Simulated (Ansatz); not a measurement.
An input for Ansatz 0.2.0 (GaCuSe2 (I-42d)):

```yaml
crystal:
  lattice:
    - [-2.80955, 2.80955, 5.513]
    - [2.80955, -2.80955, 5.513]
    - [2.80955, 2.80955, -5.513]
  atoms:
    - { symbol: Ga, position: [0.5, 0.5, 0.0] }
    - { symbol: Ga, position: [0.25, 0.75, 0.5] }
    - { symbol: Cu, position: [0.0, 0.0, 0.0] }
    - { symbol: Cu, position: [0.75, 0.25, 0.5] }
    - { symbol: Se, position: [0.375, 0.37562, 0.50062] }
    - { symbol: Se, position: [0.62438, 0.125, 0.99938] }
    - { symbol: Se, position: [0.875, 0.87438, 0.49938] }
    - { symbol: Se, position: [0.12562, 0.625, 0.00062] }
kpoints:
  mp_grid: { grid: [8, 8, 8] }
hamiltonian:
  xc: pbe
  pseudopotentials: { kind: paw, azcp: { folder: soft_1 } }
scf:
  occupations: { method: fixed }
  n_extra_bands: 64
output:
  optics: { e_range: [0, 15], de: 0.05, sigma: 0.15, scissors: 0.462 }
```

```sh
ansatz run input.yaml --threads 2 --pin off --max-ram 92160MiB --backend cuda --events-out ev --progress --plain --runs-dir out --devices 1 --max-vram 13GiB
```

**Question.** Estimate wall time and host memory on 1 × NVIDIA H100 80GB HBM3 (shared by 6 runs) with 2 threads of AMD EPYC 7R13 (Zen 3), shared host.

It took 3.2 min; on shared hardware allow 97 s to 6.4 min. Peak host memory was 4.8 GiB.

[Paths, hosts, dates, memory and timing lines, banners, echoed tables and standing remarks are left out of the program output.]

[Logs are printed without paths, hosts, clocks, repeated set-up lines and the standing remarks that a program may print on its own settings, such as how far it seeks lower states.]

[Runs of the session that timed out or met a known fault of the program may be left out.]

[Cells called generated may have been cut or substituted from an entry of the Crystallography Open Database or the Materials Project.]

[Hosts, paths, dates, database ids (printed as entryN), source tags and the programs' standing remarks are cut or masked in the printed files.]
